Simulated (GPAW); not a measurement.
**NiO2 (R-3m): G0W0 with GPAW, start to end**

Aim: the G0W0 gap of NiO2 (R-3m) on LDA, step by step.

Main program and level: GPAW 26.7.0; LDA and many-body steps on it, plane waves.

## 1. Set-up

The structure is trigonal, space group R-3m (No. 166). The conventional cell has a = 2.804 Å, b = 2.804 Å, c = 20.923 Å, α = 90.00°, β = 90.00°, γ = 120.00°. Ni has 6 O at 1.88 Å nearest. Nearest to O lie 3 Ni at 1.88 Å. Farther neighbours and most contacts between anions are not listed.

As a file:

```cif
data_structure
_symmetry_space_group_name_H-M 'R-3m:H'
_symmetry_Int_Tables_number 166
_cell_length_a 2.8043
_cell_length_b 2.8043
_cell_length_c 20.9229
_cell_angle_alpha 90.000
_cell_angle_beta 90.000
_cell_angle_gamma 120.000
_cell_volume 142.49
loop_
_atom_site_label
_atom_site_type_symbol
_atom_site_symmetry_multiplicity
_atom_site_Wyckoff_symbol
_atom_site_fract_x
_atom_site_fract_y
_atom_site_fract_z
_atom_site_occupancy
Ni1 Ni 3 a 0.00000 0.00000 0.00000 1
O1 O 6 c 0.66667 0.33333 0.95454 1
```

The cell and positions are those that the Materials Project relaxed with its own functionals (PBE, PBE+U or r2SCAN), kept fixed.

## 2. Ground state

This step: GPAW 26.7.0; DFT, LDA, plane waves, PAW.

The ground-state density comes first.

Contents of run.py:

```python
import json
import numpy as np
from gpaw.mpi import world
from ase import Atoms
from gpaw import GPAW, PW, FermiDirac

atoms = Atoms(['Ni', 'O', 'O'],
    cell=[[1.4021288975, 0.8095194964, 6.9742947559],
      [-1.4021288975, 0.8095194964, 6.9742947559],
      [0.0000000000, -1.6190389929, 6.9742947559]],
    scaled_positions=[[0.0000000000, 0.0000000000, 0.0000000000],
      [0.6212110000, 0.6212110000, 0.6212110000],
      [0.3787890000, 0.3787890000, 0.3787890000]],
    pbc=(True, True, True))
calc = GPAW(mode=PW(600),
    xc='LDA',
    kpts={'size': (10, 10, 10), 'gamma': True},
    occupations=FermiDirac(0.001),
    nbands=-7,
    convergence={'density': 1e-6, 'bands': -3},
    maxiter=100,
    txt='gs.txt')
atoms.calc = calc
res = {'energy': atoms.get_potential_energy()}
kpts = calc.get_ibz_k_points()
res['kpts'] = kpts
res['eigenvalues'] = [calc.get_eigenvalues(kpt=k) for k in range(len(kpts))]
res['n_electrons'] = calc.get_number_of_electrons()
calc.write('gs.gpw')

if world.rank == 0:
    with open('result.json', 'w') as f:
        json.dump(res, f, default=lambda x: x.tolist())
```

The run is started by

```
> mpirun -n 4 gpaw python run.py
```

Log:

```text
__  _  _
 | _ |_)|_||  |
 |__||  | ||/\| - 26.7.0

Input parameters:
  mode=PW(ecut=600.0),
  convergence={'density': 1e-06, 'bands': -3},
  kpts=MonkhorstPack(size=(10, 10, 10), gamma=True),
  maxiter=100,
  nbands=-7,
  occupations=Occupations(name='fermi-dirac', width=0.001, fixmagmom=False),
  xc=XC(name='LDA')
  [... matrices ...]
Diagonalizing LCAO Hamiltonian
Converting LCAO to pw mode

       O

       O

       Ni

Atoms  # Å, Bohr magnetons
|   | symbol |        x |         y |         z |    initial magnetic moments |
| 0 |     Ni | 0.000000 |  0.000000 |  0.000000 | ( 0.0000,  0.0000,  0.0000) |
| 1 |      O | 0.000000 | -0.000000 | 12.997526 | ( 0.0000,  0.0000,  0.0000) |
| 2 |      O | 0.000000 | -0.000000 |  7.925358 | ( 0.0000,  0.0000,  0.0000) |

Unit cell  # Å
| periodic |         x |         y |        z |  lengths |    angles |
|      yes |  1.402129 |  0.809519 | 6.974295 | 7.159754 | 22.586988 |
|      yes | -1.402129 |  0.809519 | 6.974295 | 7.159754 | 22.586988 |
|      yes |  0.000000 | -1.619039 | 6.974295 | 7.159754 | 22.586988 |

Number of symmetries: 12
Symmetry operations  # r_c * U_cc + t_c -> r_c
|    | kind |            matrix            |
|  0 |  E   |  1, 0, 0,  0, 1, 0,  0, 0, 1 |
|  1 |  σ   |  1, 0, 0,  0, 0, 1,  0, 1, 0 |
|  2 |  σ   |  0, 1, 0,  1, 0, 0,  0, 0, 1 |
|  3 |  C3  |  0, 1, 0,  0, 0, 1,  1, 0, 0 |
|  4 |  C3  |  0, 0, 1,  1, 0, 0,  0, 1, 0 |
|  5 |  σ   |  0, 0, 1,  0, 1, 0,  1, 0, 0 |
|  6 |  C2  |  0, 0,-1,  0,-1, 0, -1, 0, 0 |
|  7 |  S6  |  0, 0,-1, -1, 0, 0,  0,-1, 0 |
|  8 |  S6  |  0,-1, 0,  0, 0,-1, -1, 0, 0 |
|  9 |  C2  |  0,-1, 0, -1, 0, 0,  0, 0,-1 |
| 10 |  C2  | -1, 0, 0,  0, 0,-1,  0,-1, 0 |
| 11 |  i   | -1, 0, 0,  0,-1, 0,  0, 0,-1 |

BZ-sampling:
  Number of BZ points: 1000
  Number of IBZ points: 116

  Monkhorst-Pack size: [10, 10, 10]
  Monkhorst-Pack shift: [0.05, 0.05, 0.05]

K-points  # in reciprocal-cell coordinates
|     |                                coordinates |     weight |
|   0 | (  0.00000000,   0.00000000,   0.00000000) | 0.00100000 |
|   1 | (  0.10000000,   0.00000000,  -0.10000000) | 0.00600000 |
|   2 | (  0.10000000,   0.00000000,   0.00000000) | 0.00600000 |
|   3 | (  0.10000000,   0.10000000,  -0.10000000) | 0.00600000 |
|   4 | (  0.10000000,   0.10000000,   0.00000000) | 0.00600000 |
|   5 | (  0.10000000,   0.10000000,   0.10000000) | 0.00200000 |
|   6 | (  0.20000000,  -0.10000000,  -0.10000000) | 0.00600000 |
|   7 | (  0.20000000,   0.00000000,  -0.20000000) | 0.00600000 |
|   8 | (  0.20000000,   0.00000000,  -0.10000000) | 0.01200000 |
|   9 | (  0.20000000,   0.00000000,   0.00000000) | 0.00600000 |
| ... |                                            |            |
| 115 | (  0.50000000,   0.50000000,   0.50000000) | 0.00100000 |

Plane wave coefficients: 1612
Cutoff: 600.0 eV

Spin-components: 1 (collinear spins)
Bands:           21
Projectors:      16
Spin-degeneracy: 2
Datatype:        complex128

  Storage: CPU
  Wave functions: 62_322_624 bytes (15_580_656 per core)
  Projectors: 68_258_112 bytes (17_064_528 per core)
  [... matrices ...]
Parallelization:
  kpt:    4
  domain: 1
  band:   1

Density:
  Valence electrons: 28.0
  Components: 1
  Grid points: [42 42 42]
  Charge: 0.0  # |e|

Potential:
  Grid points: [42 42 42]

species:
  Ni:
    name:    Nickel
    Z:       28.0
    valence: 16
    core:    12
    charge:  0.0  # [|e|]
    compensation charges:
      type: gauss
      rc: 0.36  # [Å]
      lmax: 2
    cutoffs:
      filter: 2.14  # [Å]
      core: 1.98  # [Å]
    projectors
    | kind |    occ | energy [eV] | rcut [Å] |
    |   4s |  2.000 |      -5.858 |    1.164 |
    |   3p |  6.000 |     -71.266 |    1.207 |
    |   4p |  0.000 |      -1.338 |    1.207 |
    |   3d |  8.000 |      -9.141 |    1.138 |
    |    s |        |      21.353 |    1.164 |
    |    d |        |      18.071 |    1.138 |

    Using partial waves for Ni as LCAO basis

  O:
    name:    Oxygen
    Z:       8.0
    valence: 6
    core:    2
    charge:  0.0  # [|e|]
    compensation charges:
      type: gauss
      rc: 0.21  # [Å]
      lmax: 2
    cutoffs:
      filter: 1.17  # [Å]
      core: 0.83  # [Å]
    projectors
    | kind |    occ | energy [eV] | rcut [Å] |
    |   2s |  2.000 |     -23.752 |    0.688 |
    |   2p |  4.000 |      -9.195 |    0.598 |
    |    s |        |       3.459 |    0.688 |
    |    p |        |      18.016 |    0.598 |
    |    d |        |       0.000 |    0.619 |

    Using partial waves for O as LCAO basis

Reference energy: -45356.412007  # eV

eigensolver:
  PPCG
  Converge bands: -3
  niter=2

density mixing:
  MSR1-Mixer
  Pratt-step length: 0.05
  Maximum mixing coefficient: 0.75
  Old densities: 10
  SVD Regularization: 0.005
  Good broyden scale: 1.0
  Trust region scale: 1.0
  Backstep threshold: 4.0
  History deletion threshold: 6.0
  Fourier metric: weight=20.0, sigma=0.015

occupation numbers:
  Fermi-Dirac:
    width: 0.0010  # eV

poisson solver:
  ecut: 4800.0  # eV

xc functional:
  name: None

Initialization done in: 4.268 s

convergence criteria:
- Maximum integral of absolute [dens]ity change: 1e-06 electrons / valence electron
- Maximum [total energy] change in last 3 cyles: 0.0005 eV / valence electron
- Maximum integral of absolute [eigenst]ate change: 4e-08 eV^2 / valence electron
maximum number of iterations: 100

SCF iterations
|iter     |     time |      energy | eigst |  dens |
|iter:   1|  |  -23.635113 | +0.69 |       |
|iter:   2|  |  -22.876267 | -0.62 | -1.05 |
|iter:   3|  |  -22.334006 | -1.60 | -1.20 |
|iter:   4|  |  -22.242103 | -2.52 | -1.53 |
|iter:   5|  |  -22.171154 | -2.42 | -1.68 |
|iter:   6|  |  -22.163127 | -3.04 | -2.12 |
|iter:   7|  |  -22.163069c| -4.50 | -2.80 |
|iter:   8|  |  -22.163060c| -5.43 | -3.31 |
|iter:   9|  |  -22.163060c| -6.52 | -4.14 |
|iter:  10|  |  -22.163060c| -7.22 | -4.44 |
|iter:  11|  |  -22.163060c| -8.17c| -5.86 |
|iter:  12|  |  -22.163060c| -8.42c| -5.96 |
|iter:  13|  |  -22.163060c| -9.14c| -6.69c|

Converged in 13 steps
SCF loop duration: 73.374 s (5.644 s/step)
Energy contributions relative to reference atoms: (reference = -45356.412007)
  [... matrices ...]
Energy contributions:
  Kinetic:          12.701083
  Coulomb:         -13.615298
  Zero:              0.190722
  External:          0.000000
  Xc:              -21.439567
  Entropy:          -0.000000
  Spinorbit:         0.000000
  ----------------------------
  Free energy:     -22.163060
  Extrapolated:    -22.163060

dipole moment: (0.000000, 0.000000, -44.250730)  # |e|*Ang

Fermi level: -0.472
Eigenvalues  # (at kpt = [0.000, 0.000, 0.000])
| band index |      eig [eV] | occ [0-2] |
|          0 |       -65.186 |     2.000 |
|        ... |               |           |
|          6 |        -6.456 |     2.000 |
|          7 |        -6.386 |     2.000 |
|          8 |        -3.031 |     2.000 |
|          9 |        -3.025 |     2.000 |
|         10 |        -2.393 |     2.000 |
|         11 |        -2.083 |     2.000 |
|         12 |        -2.083 |     2.000 |
|         13 |        -1.165 |     2.000 |
|         14 |         1.286 |     0.000 |
|         15 |         1.287 |     0.000 |
|         16 |         5.859 |     0.000 |
|         17 |         9.061 |     0.000 |
|         18 |         9.361 |     0.000 |
|         19 |        12.349 |     0.000 |
|         20 |        18.395 |     0.000 |

Gap: 1.264 eV
Transition (v -> c):
  (s=0, k=114, n=13, [0.50, 0.50, 0.40]) -> (s=0, k=81, n=14, [0.40, 0.40, 0.10])
Direct/indirect transitions are different
Direct gap: 1.451 eV
Transition at: (s=0, k=82, n=13, [0.40, 0.40, 0.20])
# Writing to gs.gpw (mode='')
  [... matrices ...]
```

It took 79 s on 4 MPI ranks of Arm Neoverse V2, shared host; peak memory 1.2 GiB; 5.3 min of CPU time.

Numbers from this step:

| Item | Value |
| --- | --- |
| total energy | -22.16 eV |
| gap | 1.264 eV |
| k of the valence top | 0.5, 0.5, 0.4 |
| k of the conduction bottom | 0.4, 0.4, 0.1 |
| least direct gap | 1.451 eV |

The gap is indirect, with the least direct gap 0.19 eV higher.

## 3. Bands along the symmetry lines

Levels along a band path, at the cheap level, show where the edges lie and whether the meshes to come will hold them.

Contents of run.py:

```python
import json
import numpy as np
from gpaw.mpi import world
from gpaw import GPAW

path = [[0.000000, 0.000000, 0.000000],
    [0.062500, 0.062500, 0.062500],
    [0.125000, 0.125000, 0.125000],
    [0.187500, 0.187500, 0.187500],
    [0.250000, 0.250000, 0.250000],
    [0.312500, 0.312500, 0.312500],
    [0.375000, 0.375000, 0.375000],
    [0.437500, 0.437500, 0.437500],
    [0.500000, 0.500000, 0.500000],
    [0.540544, 0.459456, 0.500000],
    [0.581088, 0.418912, 0.500000],
    [0.621632, 0.378368, 0.500000],
    [0.662176, 0.337824, 0.500000],
    [0.702720, 0.297280, 0.500000],
    [0.743264, 0.256736, 0.500000],
    [0.783808, 0.216192, 0.500000],
    [0.824352, 0.175648, 0.500000],
    [0.500000, -0.175648, 0.175648],
    [0.500000, -0.153692, 0.153692],
    [0.500000, -0.131736, 0.131736],
    [0.500000, -0.109780, 0.109780],
    [0.500000, -0.087824, 0.087824],
    [0.500000, -0.065868, 0.065868],
    [0.500000, -0.043912, 0.043912],
    [0.500000, -0.021956, 0.021956],
    [0.500000, 0.000000, 0.000000],
    [0.437500, 0.000000, 0.000000],
    [0.375000, 0.000000, 0.000000],
    [0.312500, 0.000000, 0.000000],
    [0.250000, 0.000000, 0.000000],
    [0.187500, 0.000000, 0.000000],
    [0.125000, 0.000000, 0.000000],
    [0.062500, 0.000000, 0.000000],
    [0.000000, 0.000000, 0.000000],
    [0.042228, -0.042228, 0.000000],
    [0.084456, -0.084456, 0.000000],
    [0.126684, -0.126684, 0.000000],
    [0.168912, -0.168912, 0.000000],
    [0.211140, -0.211140, 0.000000],
    [0.253368, -0.253368, 0.000000],
    [0.295596, -0.295596, 0.000000],
    [0.337824, -0.337824, 0.000000],
    [0.662176, 0.000000, 0.337824],
    [0.641904, 0.000000, 0.358096],
    [0.621632, 0.000000, 0.378368],
    [0.601360, 0.000000, 0.398640],
    [0.581088, 0.000000, 0.418912],
    [0.560816, 0.000000, 0.439184],
    [0.540544, 0.000000, 0.459456],
    [0.520272, 0.000000, 0.479728],
    [0.500000, 0.000000, 0.500000],
    [0.437500, 0.000000, 0.437500],
    [0.375000, 0.000000, 0.375000],
    [0.312500, 0.000000, 0.312500],
    [0.250000, 0.000000, 0.250000],
    [0.187500, 0.000000, 0.187500],
    [0.125000, 0.000000, 0.125000],
    [0.062500, 0.000000, 0.062500],
    [0.000000, 0.000000, 0.000000]]
calc = GPAW('gs.gpw').fixed_density(kpts=path,
    symmetry='off',
    nbands=24,
    convergence={'bands': 20},
    txt='bands.txt')
res = {}
kpts = calc.get_ibz_k_points()
res['kpts'] = kpts
res['eigenvalues'] = [calc.get_eigenvalues(kpt=k) for k in range(len(kpts))]
res['n_electrons'] = calc.get_number_of_electrons()

if world.rank == 0:
    with open('result.json', 'w') as f:
        json.dump(res, f, default=lambda x: x.tolist())
```

The run is started by

```
> mpirun -n 4 gpaw python run.py
```

Log:

```text
Diagonalizing LCAO Hamiltonian
Converting LCAO to pw mode
convergence criteria:
- Maximum integral of absolute [eigenst]ate change: 4e-08 eV^2 / valence electron
maximum number of iterations: 100

SCF iterations
|iter     |     time |      energy | eigst |  dens |
|iter:   1|  |             | +1.57 |       |
|iter:   2|  |             | +0.17 |       |
|iter:   3|  |             | -1.18 |       |
|iter:   4|  |             | -2.80 |       |
|iter:   5|  |             | -3.82 |       |
|iter:   6|  |             | -5.35 |       |
|iter:   7|  |             | -6.42 |       |
|iter:   8|  |             | -7.70c|       |
SCF steps: 8
  __  _  _
 | _ |_)|_||  |
 |__||  | ||/\| - 26.7.0

Input parameters:
  mode=PW(ecut=600.0),
  convergence={'bands': 20},
  gpts=array([42, 42, 42]),
  kpts=KPoints(kpts=array([[ 0.      ,  0.      ,  0.      ],
         [ 0.0625  ,  0.0625  ,  0.0625  ],
         [ 0.125   ,  0.125   ,  0.125   ],
         [ 0.1875  ,  0.1875  ,  0.1875  ],
[...]
[ 0.540544,  0.459456,  0.5     ],
         [ 0.581088,  0.418912,  0.5     ],
         [ 0.621632,  0.378368,  0.5     ],
[...]
[ 0.5     , -0.175648,  0.175648],
         [ 0.5     , -0.153692,  0.153692],
         [ 0.5     , -0.131736,  0.131736],
[...]
[ 0.5     , -0.087824,  0.087824],
         [ 0.5     , -0.065868,  0.065868],
         [ 0.5     , -0.043912,  0.043912],
         [ 0.5     , -0.021956,  0.021956],
[...]
[ 0.295596, -0.295596,  0.      ],
         [ 0.337824, -0.337824,  0.      ],
         [ 0.662176,  0.      ,  0.337824],
         [ 0.641904,  0.      ,  0.358096],
         [ 0.621632,  0.      ,  0.378368],
[...]
[ 0.581088,  0.      ,  0.418912],
         [ 0.560816,  0.      ,  0.439184],
         [ 0.540544,  0.      ,  0.459456],
         [ 0.520272,  0.      ,  0.479728],
[...]
[ 0.125   ,  0.      ,  0.125   ],
         [ 0.0625  ,  0.      ,  0.0625  ],
         [ 0.      ,  0.      ,  0.      ]])),
  maxiter=100,
  nbands=24,
  occupations=Occupations(name='fermi-dirac', width=0.001, fixmagmom=False),
  parallel={},
  symmetry=Symmetry(point_group=False, time_reversal=False),
  xc=XC(name='LDA')
```

Run time: 30 s. Hardware: 4 MPI ranks; peak memory 1.2 GiB.

Numbers from this step:

```
gap                        : 1.221 eV
k of the valence top       : 0.5811, 0.4189, 0.5
k of the conduction bottom : 0.25, 0, 0.25
least direct gap           : 1.437 eV
```

The gap is 1.221 eV, −0.044 eV from the run before at this level.

Electronic bands along the path, in eV, zero at the top of the highest filled band:

| point | band 11 | band 12 | band 13 | band 14 | band 15 | band 16 | band 17 | band 18 |
| --- | --- | --- | --- | --- | --- | --- | --- | --- |
| Γ | -1.33 | -1.02 | -1.02 | -0.10 | 2.35 | 2.35 | 6.93 | 10.13 |
| halfway | -1.36 | -1.02 | -1.02 | -0.09 | 2.35 | 2.35 | 7.21 | 9.18 |
| T | -1.38 | -1.02 | -1.02 | -0.08 | 2.35 | 2.35 | 7.77 | 8.31 |
| halfway | -1.29 | -1.07 | -0.35 | -0.31 | 1.39 | 1.78 | 9.42 | 11.00 |
| H2 | -2.78 | -1.61 | -0.64 | -0.56 | 1.57 | 1.59 | 13.90 | 14.19 |
| jump to H0 | -2.78 | -1.62 | -0.64 | -0.56 | 1.57 | 1.59 | 13.90 | 14.19 |
| halfway | -2.28 | -1.51 | -1.02 | -0.54 | 1.67 | 1.79 | 12.88 | 13.12 |
| L | -1.78 | -1.55 | -1.50 | -0.88 | 1.72 | 2.24 | 11.88 | 12.47 |
| halfway | -1.35 | -0.72 | -0.68 | -0.23 | 1.23 | 2.12 | 8.75 | 11.54 |
| Γ | -1.33 | -1.02 | -1.02 | -0.10 | 2.35 | 2.35 | 6.93 | 10.13 |
| halfway | -1.30 | -1.13 | -0.41 | -0.28 | 1.41 | 1.74 | 9.36 | 12.11 |
| S0 | -2.79 | -1.62 | -0.62 | -0.58 | 1.58 | 1.58 | 14.00 | 14.16 |
| jump to S2 | -2.79 | -1.62 | -0.62 | -0.58 | 1.58 | 1.58 | 14.00 | 14.16 |
| halfway | -2.23 | -1.50 | -1.06 | -0.57 | 1.67 | 1.84 | 12.81 | 13.28 |
| F | -1.77 | -1.55 | -1.50 | -0.88 | 1.71 | 2.24 | 12.10 | 12.65 |
| halfway | -1.35 | -0.72 | -0.68 | -0.22 | 1.22 | 2.12 | 8.89 | 11.09 |
| Γ | -1.33 | -1.02 | -1.02 | -0.10 | 2.35 | 2.35 | 6.93 | 10.13 |

## 4. Empty states on the mesh, 4×4×4 mesh, 66 bands

The sums over transitions need many empty states on a uniform mesh; this step solves for them.

Contents of run.py:

```python
import json
import numpy as np
from gpaw.mpi import world
from gpaw import GPAW

calc = GPAW('gs.gpw').fixed_density(kpts={'size': (4, 4, 4), 'gamma': True},
    nbands=77,
    convergence={'bands': 66},
    txt='nscf.txt')
calc.write('full.gpw', mode='all')
res = {}
kpts = calc.get_ibz_k_points()
res['kpts'] = kpts
res['eigenvalues'] = [calc.get_eigenvalues(kpt=k) for k in range(len(kpts))]
res['n_electrons'] = calc.get_number_of_electrons()

if world.rank == 0:
    with open('result.json', 'w') as f:
        json.dump(res, f, default=lambda x: x.tolist())
```

The run is started by

```
> mpirun -n 4 gpaw python run.py
```

Log:

```text
Diagonalizing LCAO Hamiltonian
Converting LCAO to pw mode
convergence criteria:
- Maximum integral of absolute [eigenst]ate change: 4e-08 eV^2 / valence electron
maximum number of iterations: 100

SCF iterations
|iter     |     time |      energy | eigst |  dens |
|iter:   1|  |             | +3.95 |       |
|iter:   2|  |             | +2.60 |       |
|iter:   3|  |             | +1.38 |       |
[...]
|iter:  13|  |             | -6.22 |       |
|iter:  14|  |             | -6.89 |       |
|iter:  15|  |             | -7.41c|       |
SCF steps: 15
  __  _  _
 | _ |_)|_||  |
 |__||  | ||/\| - 26.7.0

Input parameters:
  mode=PW(ecut=600.0),
  convergence={'bands': 66},
  gpts=array([42, 42, 42]),
  kpts=MonkhorstPack(size=(4, 4, 4), gamma=True),
  maxiter=100,
  nbands=77,
  occupations=Occupations(name='fermi-dirac', width=0.001, fixmagmom=False),
  parallel={},
  xc=XC(name='LDA')
# Writing to full.gpw (mode='all')
  [... matrices ...]

timing:  # [seconds]
  Total: 0.030  # ━━━━━━━━━━━━━━━━━━━━━━━━━━━━━━━━━━━━━━━━━━━━━━━━━━━━━━━━━━━
```

The job ended after 44 s (4 MPI ranks; peak memory 1.2 GiB).

Numbers from this step:

```yaml
gap: 1.300 eV
k_of_the_valence_top: 0.5, 0.5, 0.5
k_of_the_conduction_bottom: 0.5, 0.5, 0.25
least_direct_gap: 1.437 eV
k_points_computed: 13
lowest_point_of_the_top_converged_band_above_the_valence_top: 58.5552 eV
```

On this mesh the gap is 1.300 eV. The earlier step found 1.264 eV, so this mesh misses an edge.

(Continued in part 2 of 2.)

[Paths, hosts, dates, memory and timing lines, banners, echoed tables and standing remarks are left out of the program output.]

[Logs are printed without paths, hosts, clocks, repeated set-up lines and the standing remarks that a program may print on its own settings, such as how far it seeks lower states.]

[Runs of the session that timed out or met a known fault of the program may be left out.]

[Hosts, paths, dates, database ids (printed as entryN), source tags and the programs' standing remarks are cut or masked in the printed files.]
